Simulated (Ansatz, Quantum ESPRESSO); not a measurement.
# Lattice dynamics of CsCaH3 (Pm-3m) in two programs, part 4 of 4

How does CsCaH3 (Pm-3m) vibrate, and is this structure a minimum?

Quantum ESPRESSO 7.5; DFT LDA, scalar-relativistic, plane waves, GBRV ultrasoft pseudopotentials.

So far. Step 9 (Zone-centre analysis): The rule moves no optical mode by more than 0.3 cm⁻¹. Step 12 (Modes along a direction of q (1 0 0)): The field moves 3 modes; the highest of them now lies at 1199 cm⁻¹, where the highest that moved away lay at 1115.

### 14. The same in Ansatz

The same cell goes through another code, with its own cutoff. It uses its own PAW datasets, so the potentials differ. Its k mesh is centred on Γ.

This step: DFT LDA, scalar-relativistic, plane waves, PAW (Ansatz 0.2.0).

The input, input.yaml:

```yaml
crystal:
  lattice:
    - [4.4656596289, 0.0, 0.0]
    - [0.0, 4.4656596289, 0.0]
    - [0.0, 0.0, 4.4656596289]
  atoms:
    - { symbol: Cs, position: [0.0, 0.0, 0.0] }
    - { symbol: Ca, position: [0.5, 0.5, 0.5] }
    - { symbol: H, position: [0.5, 0.0, 0.5] }
    - { symbol: H, position: [0.0, 0.5, 0.5] }
    - { symbol: H, position: [0.5, 0.5, 0.0] }
kpoints:
  mp_grid: { grid: [4, 4, 4] }
hamiltonian:
  xc: lda
scf:
  occupations: { method: fixed }
output:
  eigenvalues: true
phonons:
  method: dfpt
  dielectric: true
  rigid_motions: translations
  qmesh: [2, 2, 2]
  temperatures: { t_max: 1000, t_step: 50 }
  qpath:
    path:
      - [[0.0, 0.0, 0.0], [0.0, 0.5, 0.0], [0.5, 0.5, 0.0], [0.0, 0.0, 0.0], [0.5, 0.5, 0.5], [0.0, 0.5, 0.0]]
      - [[0.5, 0.5, 0.5], [0.5, 0.5, 0.0]]
    npoints: 12
```

The run is started by

```console
> ansatz run input.yaml --threads 4 --pin off --max-ram 8192MiB --backend cpu --events-out ev --progress --plain --runs-dir out
```

Numbers of over 12 decimals in the logs are rounded to 6 here.

The program printed:

```text
Engine: ansatz 0.2.0, aarch64-unknown-linux-gnu
Pseudopotentials: kind: paw
Pseudopotential: Cs, paw, valence charge 9, recommended cutoff 420 eV (normal), Cs.paw.azcp
Pseudopotential: Ca, paw, valence charge 10, recommended cutoff 420 eV (normal), Ca.paw.azcp
Pseudopotential: H, paw, valence charge 1, recommended cutoff 420 eV (normal), H.paw.azcp
Functional definition: SPW92
  exchange = slater_x
  correlation = pw_c
Crystal: 5 atoms, lattice volume = 89.055 Å³
Basis set: ecut = 420 eV, 1743 PW (Γ), exchange–correlation on 60×60×60 points (8 copies of the dense FFT grid, shifted against one another)
Bands: 16, of which v1, the nominal top of the filled ones, is band 11 counted from 1 (10 counted from 0)
Symmetry: 48 space group operations
k-points: 30 of 64 (irreducible under 2 space group operations, time reversal used)
Non-local potential: Cs, projectors of the file, l = 0: 3, l = 1: 2, l = 2: 2, l = 3: 2
Non-local potential: Ca, projectors of the file, l = 0: 3, l = 1: 2, l = 2: 2
Non-local potential: H, projectors of the file, l = 0: 2, l = 1: 1
PAW form: soft (Blöchl's): semilocal exchange-correlation on the pseudo side does not see the compensation charge
PAW frozen core: Cs, regenerated for the run's functional, and the local potential with it (the file was generated under x = pbe(κ = 0.804, μ = 0.219515), c = pbe(β = 0.066725))
PAW frozen core: Ca, regenerated for the run's functional, and the local potential with it (the file was generated under x = pbe(κ = 0.804, μ = 0.219515), c = pbe(β = 0.066725))
PAW one-centre angular grid: Cs, 194 points (default); XC on 64 Gauss nodes
PAW one-centre angular grid: Ca, 110 points (default); XC on 64 Gauss nodes
PAW one-centre angular grid: H, 110 points (default); XC on 64 Gauss nodes
Initial density: superposition of atomic densities (neutral atoms: chi_scale 0, normalization atom), corrected by the library's trained network
Initial wavefunctions: pseudopotential atomic-orbital guess
Functional: x = slater, c = lda
SCF iter   1: F=—  HF=-7326.647137 eV  |F-HF|=—  |Δ(HF+E_count)|=         —  Δρ=1.02e-2  dr2=7.89e-2  ethr=1.77e-3  ⟨swp⟩=4.4  Hψ=2290  notcnv=0  defer=54
preconditioner: auto → Resta (q_TF=auto, 2.161 Å⁻¹)  ε∞=3.3  [insulator: Δε(μ)=2.507 eV  Ē_g=8.987 eV  n_scr=18 (ndim 8)  ℏωp=13.6 eV  f_vac=0.000  ε∞_Penn≈3.3]
SCF iter   2: F=—  HF=-7326.623837 eV  |F-HF|=—  |Δ(HF+E_count)|=   2.33e-2  Δρ=4.44e-3  dr2=1.56e-2  ethr=3.58e-4  ⟨swp⟩=1.2  Hψ=734  notcnv=0  defer=42
SCF iter   3: F=—  HF=-7326.618570 eV  |F-HF|=—  |Δ(HF+E_count)|=   5.27e-3  Δρ=4.52e-4  dr2=1.19e-4  ethr=7.08e-5  ⟨swp⟩=2.0  Hψ=616  notcnv=0  defer=77
SCF iter   4: F=—  HF=-7326.618574 eV  |F-HF|=—  |Δ(HF+E_count)|=   3.91e-6  Δρ=9.20e-5  dr2=3.95e-6  ethr=5.41e-7  ⟨swp⟩=3.0  Hψ=750  notcnv=0  defer=69
SCF iter   5: F=—  HF=-7326.618575 eV  |F-HF|=—  |Δ(HF+E_count)|=   1.75e-6  Δρ=2.51e-5  dr2=2.31e-7  ethr=1.80e-8  ⟨swp⟩=2.8  Hψ=821  notcnv=0  defer=32
SCF iter   6: F=—  HF=-7326.618573 eV  |F-HF|=—  |Δ(HF+E_count)|=   1.94e-6  Δρ=1.84e-6  dr2=2.55e-9  ethr=1.05e-9  ⟨swp⟩=2.1  Hψ=644  notcnv=0  defer=30
SCF iter   7: F=—  HF=-7326.618573 eV  |F-HF|=—  |Δ(HF+E_count)|=  9.28e-10  Δρ=4.57e-7  dr2=1.17e-10  ethr=1.00e-12  ⟨swp⟩=12.9  Hψ=3791  notcnv=0
SCF iter   8: F=-7326.618573 eV  HF=-7326.618573 eV  |F-HF|=3.64e-12  |Δ(HF+E_count)|=  1.07e-10  Δρ=9.39e-8  dr2=5.65e-12  ethr=1.00e-12  ⟨swp⟩=5.1  Hψ=1893  notcnv=0
SCF 1 converged in 8 iterations: F = -7326.618573 eV  dr2 = 5.65e-12
  greatest PAW one-centre occupation: 0.996 electrons in one spin orbital (limit 2), on the Ca atom at site 1 (counted from 0), in its partial waves of l = 0
DFPT response loops at Γ: preconditioner auto → none (the input reference at scf.mixing.eps_inf says where Resta's filter doesn't serve); β = 0.50; Broyden in place of MSR1
── the response to a field inside a basis, on 4×4×4 k-points: an SCF that follows is theirs, and a resumed run solves both again ──
Bands: 12, of which v1, the nominal top of the filled ones, is band 11 counted from 1 (10 counted from 0)
k-points: 4 of 64
Initial density: handed on by an earlier stage of this run
Initial wavefunctions: pseudopotential atomic-orbital guess (no wavefunctions were taken with the density)
Eigensolver: Dense (4 Hₖ)
SCF iter   1: F=—  HF=-7326.618182 eV  |F-HF|=—  |Δ(HF+E_count)|=         —  Δρ=1.42e-4  dr2=5.24e-6  ethr=1.00e-1
preconditioner: auto → Resta (q_TF=auto, 2.161 Å⁻¹)  ε∞=3.9  [insulator: Δε(μ)=3.501 eV  Ē_g=8.016 eV  n_scr=18 (ndim 8)  ℏωp=13.6 eV  f_vac=0.000  ε∞_Penn≈3.9]
SCF iter   2: F=—  HF=-7326.618182 eV  |F-HF|=—  |Δ(HF+E_count)|=   8.86e-7  Δρ=7.45e-5  dr2=1.54e-6  ethr=2.38e-8
SCF iter   3: F=-7326.618183 eV  HF=-7326.618183 eV  |F-HF|=1.08e-9  |Δ(HF+E_count)|=   4.33e-7  Δρ=4.28e-6  dr2=1.88e-8  ethr=6.99e-9
SCF 1 converged in 3 iterations: F = -7326.618183 eV  dr2 = 1.88e-8
DFPT response loops at Γ: mixed as the last ones told, above
WARN: field response: ε∞ stands inside a basis, on 4×4×4 points; the force constants stand on the 4×4×4 k-mesh, whose period is 13.08 times the interband length at k = (0.0000, -0.5000, -0.5000), direct gap 2.664 eV, under 14: take them and everything formed from them as unconverged, and compare with a denser kpoints.mp_grid
NSCF: frozen V_eff on 10 k-points
NSCF: frozen V_eff on 54 k-points
DFPT response loops at q = (0, 0, -0.5) (fractional): preconditioner auto → Resta (q_TF=auto, 2.161 Å⁻¹)  ε∞=4.7 (no band partly filled); β = 1.00, the filter's whole step (`scf.mixing.beta` (0.50) is not read by the response loops at its default; to damp them type it under 1.00, their step now; it binds the ground state too); Broyden in place of MSR1
NSCF: frozen V_eff on 54 k-points
DFPT response loops at q = (0, -0.5, -0.5) (fractional): mixed as the last ones told, above
NSCF: frozen V_eff on 54 k-points
DFPT response loops at q = (-0.5, -0.5, -0.5) (fractional): preconditioner auto → none (the input reference at scf.mixing.eps_inf says where Resta's filter doesn't serve); β = 0.50; Broyden in place of MSR1
SCF converged after 8 iterations
Free energy (F): -7326.618573 eV
Harris-Foulkes:  -7326.618573 eV  (|F-HF|=3.64e-12)
Internal energy: -7326.618573 eV  (E = F + TS)
E sigma→0 (E₀):  -7326.618573 eV
Fermi energy:    3.707831 eV
--- Per-component energies (eV) ---
  E_band       = -202.525249
  E_kinetic    = 460.651130
  E_local      = -1047.305026  (includes V_loc(G=0)·N_el)
  E_nonlocal   = 103.530740
  E_hartree    = 351.855809
  E_xc         = -335.397784
  E_vxc        = -332.356170  (∫ρ·V_xc dr)
  E_paw        = -5720.442142  (= ΣΔE_a)
  E_vpaw       = -90.754229  (= ΣTr[D̂ρ^β])
  E_aug_tail   = -0.003340  (compensation charges beyond the density's cutoff)
  E_ewald      = -1140.061683
  E_core_change = 0.553722  (= ΣΔE_core)
  E_smearing   = -0.000000  (= −TS)
  E_closure    = 0.000000  (closes the sum)
  Σ components = -7326.618573   (vs F -7326.618573, Δ=0.00e0)
--- Band table (eV; the first three rows and the last of 30) ---
  k-point 0: bands = [... 7 lower, -3.1656, 0.6073, 2.7287, 2.7287, 9.1330, 9.1330, 9.1330, 10.0611, ... 1 higher]
  k-point 1: bands = [... 7 lower, -3.1439, 1.3086, 2.8781, 2.9596, 8.9353, 8.9353, 9.0164, 9.3131, ... 1 higher]
  k-point 2: bands = [... 7 lower, -3.1218, 2.4400, 2.6533, 3.0480, 8.2443, 8.9279, 8.9279, 9.1204, ... 1 higher]
  k-point 29: bands = [... 7 lower, -3.5698, 2.9078, 2.9078, 2.9078, 8.2870, 8.2870, 8.2870, 8.7792, ... 1 higher]
--- Phonons (Γ-DFPT): 4 representative perturbations + reference, on 30 of 64 k-points (Σ response iterations 13) ---
  k mesh reduced under 2 symmetry operations, with k and −k counted as one. Each operation leaves every solved perturbation unchanged. A smaller set is not considered because the run solves the response to a homogeneous field
  ASR residual: 7.354e-5 → 0.000e0 eV/Å²; symmetrization residual: 4.092e-7 eV/Å²
  ASR residual per site (eV/Å²): 7.35e-5 1.61e-5 6.11e-7 6.11e-7 6.11e-7
  Γ frequencies (cm⁻¹): 0.00 0.00 0.00 117.51 117.51 117.51 432.52 432.52 432.52 461.04 461.04 461.04 1113.12 1113.12 1113.12
  ε∞ (high-frequency dielectric tensor):
        3.844185     0.000000     0.000000
        0.000000     3.844185     0.000000
        0.000000     0.000000     3.844185
  ε⁰ (static dielectric tensor: ions relaxed, cell fixed):
        9.819499     0.000000    -0.000000
        0.000000     9.819499    -0.000000
       -0.000000    -0.000000     9.819499
  ε⁰ − ε∞ (ionic part):
        5.975314     0.000000    -0.000000
        0.000000     5.975314    -0.000000
       -0.000000    -0.000000     5.975314
  softest optical mode at Γ: 117.51 cm⁻¹; the repairs (sum rule, projections) moved no ω² at Γ by more than (1.35 cm⁻¹)²
  Born effective charges Z* (e; rows j = field, columns β = displacement):
    site 0:
         1.08914   -0.00000    0.00000
        -0.00000    1.08914    0.00000
         0.00000    0.00000    1.08914
    site 1:
         1.92443   -0.00000   -0.00000
         0.00000    1.92443    0.00000
        -0.00000    0.00000    1.92443
    site 2:
        -0.96228    0.00000    0.00000
         0.00000   -1.08901    0.00000
         0.00000    0.00000   -0.96228
    site 3:
        -1.08901    0.00000    0.00000
         0.00000   -0.96228    0.00000
         0.00000    0.00000   -0.96228
    site 4:
        -0.96228    0.00000    0.00000
         0.00000   -0.96228    0.00000
         0.00000    0.00000   -1.08901
  Z* charge neutrality: 2.130e-4 e pre-enforcement
  solved inside a basis spanned on kpoints, on 4×4×4 k-points, its susceptibility summed on 8×8×8: ε∞ is read to err by 9.0e-3, Z* by 1.1e-2 e (field_mesh: kpoints solves on kpoints); Z* is corrected for what the basis lacks
  optical modes at Γ without the LO–TO term, one row a degenerate level:
      ω (cm⁻¹)  modes    IR ((D/Å)²/amu)
        117.51      3             0.1758
        432.52      3             0.0000
        461.04      3           144.1623
       1113.12      3            71.2678
  optical modes at Γ + LO–TO along q̂ = [1.0000, 0.0000, 0.0000]:
      ω (cm⁻¹)  modes    IR ((D/Å)²/amu)
        117.51      2             0.1172
        118.10      1             0.0085
        432.52      3             0.0000
        461.04      2            96.1082
        681.25      1            32.2328
       1113.12      2            47.5118
       1197.96      1            39.6274
  optical modes at Γ + LO–TO along q̂ = [0.0000, 1.0000, 0.0000]:
      ω (cm⁻¹)  modes    IR ((D/Å)²/amu)
        117.51      2             0.1172
        118.10      1             0.0085
        432.52      3             0.0000
        461.04      2            96.1082
        681.25      1            32.2328
       1113.12      2            47.5118
       1197.96      1            39.6274
  optical modes at Γ + LO–TO along q̂ = [0.0000, 0.0000, 1.0000]:
      ω (cm⁻¹)  modes    IR ((D/Å)²/amu)
        117.51      2             0.1172
        118.10      1             0.0085
        432.52      3             0.0000
        461.04      2            96.1082
        681.25      1            32.2328
       1113.12      2            47.5118
       1197.96      1            39.6274
--- Phonons (arbitrary-q DFPT): 4 irreducible q on the 2×2×2 mesh ---
  q = [0.0000, 0.0000, 0.0000] (star 1, of the zone-centre solve; hermiticity 1.13e-7, symmetrization 3.83e-8): -0.00 -0.00 0.00 117.51 117.51 117.51 432.52 432.52 432.52 461.04 461.04 461.04 1113.12 1113.12 1113.12
  q = [0.0000, 0.0000, -0.5000] (star 3, 9 solved perturbations in 216 linear systems a pass and spin channel, the states on 27 of 64 k-point pairs; hermiticity 3.28e-8, symmetrization 9.83e-14): 59.71 59.71 75.19 112.21 112.21 190.93 489.05 489.05 499.43 499.43 505.00 712.85 1112.48 1112.48 1234.74
  q = [0.0000, -0.5000, -0.5000] (star 3, 9 solved perturbations in 216 linear systems a pass and spin channel, the states on 27 of 64 k-point pairs; hermiticity 6.80e-8, symmetrization 1.79e-13): 58.59 63.45 63.45 121.96 197.81 197.81 415.37 487.22 487.22 531.64 531.64 706.01 1111.13 1139.32 1280.03
  q = [-0.5000, -0.5000, -0.5000] (star 1, 4 solved perturbations in 81 linear systems a pass and spin channel, the states on 27 of 64 k-point pairs; hermiticity 1.27e-8, symmetrization 2.81e-13): 68.93 68.93 68.93 208.10 208.10 208.10 374.76 374.76 374.76 595.17 595.17 595.17 1140.38 1140.38 1301.42
  sum rule: each row above includes the acoustic sum rule's correction from the zone centre's row sums; it moved no ω² by more than (0.41 cm⁻¹)²
  mesh force constants: q→R imaginary residual 8.82e-18; ASR residual 7.354e-5 → 0.000e0 eV/Å²; symmetrization residual 2.887e-15 eV/Å²
  interpolated dispersion: 75 rows × 15 modes
  density of states and harmonic sums: on the 14×14×14 q-mesh, interpolated from the force constants of a 2×2×2 supercell (with the dipole–dipole term)
  largest difference from the sums on the solved wave vectors: F 7.80e-2 eV, S 1.11e-4 and C_V 3.15e-5 eV/K
  zero-point energy: 0.450899 eV/cell   skipped modes (ω ≤ 0): 3   left out of the sums: 7.29e-5 of the cell's modes: C_V's classical limit lies that fraction below 3 k_B per atom; for a crystal, a wire or a layer, F and S can be off by more, and a phonons.interpolated_qmesh denser along its periods is the remedy for the sampling
```

Elapsed: 32 s, on 4 threads of Arm Neoverse V1, shared host; peak memory 0.51 GiB.

Numbers from this step:

```
gap on the k-mesh                                : 2.664 eV
sum-rule residual before enforcement             : 7.35e-5 eV/Å²
miss of the charge sum rule                      : 2.13e-4 e
estimated error of the dielectric tensor         : 0.009038
estimated error of the Born charges              : 0.01062 e
mean frequency                                   : 484.9 cm⁻¹
Debye temperature (second moment)                : 1159 K
logarithmic mean frequency                       : 310.2 cm⁻¹
highest optical zone-centre mode (no LO-TO term) : 1113 cm⁻¹
lowest optical zone-centre mode                  : 117.5 cm⁻¹
mean high-frequency dielectric constant          : 3.844
largest Born charge in size (third of the trace) : 1.924 e
mean static dielectric constant                  : 9.819
highest mode moved by the LO-TO term             : 1198 cm⁻¹
```

Transverse modes. Infrared lines, with heights relative to the strongest:

```
position (cm⁻¹)  label  IR intensity ((D/Å)²/amu), degenerate modes summed, relative
            118    T1u                                                           0.1
            432    T2u                                                           0.0
            461    T1u                                                           100
           1113    T1u                                                            49
```

The log warns that the force constants on this k mesh are to be taken as unconverged.

### 15. Side by side: QE GBRV and Ansatz, PAW

Numbers from this step:

| Property | Result |
| --- | --- |
| root-mean-square difference | 1.29 cm⁻¹ |
| largest difference | 2.17 cm⁻¹ |
| root-mean-square difference on the path | 1.3 cm⁻¹ |
| largest difference on the path | 2.2 cm⁻¹ |

The 12 of 57 modes that differ most. Frequencies side by side:

```
q (reciprocal lattice)  mode  QE GBRV (cm⁻¹)  Ansatz, PAW (cm⁻¹)
                 0 0 0     7           430.5               432.5
                 0 0 0     8           430.5               432.5
                 0 0 0     9           430.5               432.5
              0 0 -0.5     9           497.4               499.4
              0 0 -0.5    10           497.4               499.4
              0 0 -0.5    11             503                 505
           0 -0.5 -0.5     7           413.2               415.4
           0 -0.5 -0.5    10           529.7               531.6
           0 -0.5 -0.5    11           529.7               531.6
        -0.5 -0.5 -0.5     7           372.7               374.8
        -0.5 -0.5 -0.5     8           372.7               374.8
        -0.5 -0.5 -0.5     9           372.7               374.8
```

The two runs side by side. Further quantities:

```
                                                                               quantity  QE GBRV  Ansatz, PAW
                                                                                mean ε∞    3.888        3.844
largest Born charge in size (e; the first before, the second after the charge sum rule)    1.928        1.924
```

The interpolated bands of the two lie on top of each other.

At the solved wavevectors the largest difference (acoustic modes at Γ apart) is 0.2 % of the highest mode.

### 16. Summary of results

```
space group after relaxation                                       : Pm-3m
volume per atom                                                    : 17.8 Å³
gap on the k-mesh                                                  : 2.67 eV
highest optical zone-centre mode (no LO-TO term)                   : 1115 cm⁻¹
lowest optical zone-centre mode                                    : 117.3 cm⁻¹
highest mode moved by the LO-TO term                               : 1199 cm⁻¹
mean high-frequency dielectric constant                            : 3.89
largest Born charge in size (third of the trace)                   : 1.93 e
mean static dielectric constant                                    : 9.95
q mesh                                                             : 2×2×2
lowest mode on the q mesh (acoustic ones at the zone centre apart) : 58.4 cm⁻¹
zero-point energy per atom                                         : 90.2 meV
heat capacity at 300 K                                             : 16.4 J/(mol atoms K)
vibrational entropy at 300 K                                       : 21.2 J/(mol atoms K)
imaginary modes on the q mesh                                      : none
largest difference from Ansatz, PAW                                : 2.17 cm⁻¹
```

**Reading.** CsCaH3 (Pm-3m) is dynamically stable on the 2×2×2 mesh; its spectrum reaches 1303 cm⁻¹. At the LDA level the optical modes of CsCaH3 (Pm-3m) at the zone centre (no LO-TO term) run from 117 to 1115 cm⁻¹. Along the directions run, the highest mode that the macroscopic field moves lies at 1199 cm⁻¹. Lattice motion raises the mean dielectric constant from 3.888 to 9.953. Of the 12 optical modes, 9 are infrared active alone and 3 are silent. QE GBRV and Ansatz, PAW differ by 1.3 cm⁻¹ in the root mean square and by 2.2 cm⁻¹ at most, 0.2 % of the highest mode compared (acoustic modes at Γ left out; ph.x's values are those before the sum rule); the two use different potentials, and the cell was not relaxed for the second set. These are harmonic frequencies at zero temperature: anharmonic shifts and linewidths and thermal expansion are left out. Spin-orbit coupling is left out, which can matter for the heavy elements here. The LDA runs differ in the fit of the correlation energy, Perdew-Zunger in some and Perdew-Wang in others. Ansatz's log warns that force constants on this k mesh are to be taken as unconverged, an error that the frequencies of both programs share. The q mesh stands for a supercell only 8.9 Å across, so branches between the solved wavevectors are rough. The structure comes from a database and need not be the phase that is stable at ambient conditions.

[Host names and launcher messages were left out of these logs when they were recorded.]

[Logs are printed without paths, hosts, clocks, repeated set-up lines and the standing remarks that a program may print on its own settings, such as how far it seeks lower states.]

[Hosts, paths, dates, database ids (printed as entryN), source tags and the programs' standing remarks are cut or masked in the printed files.]
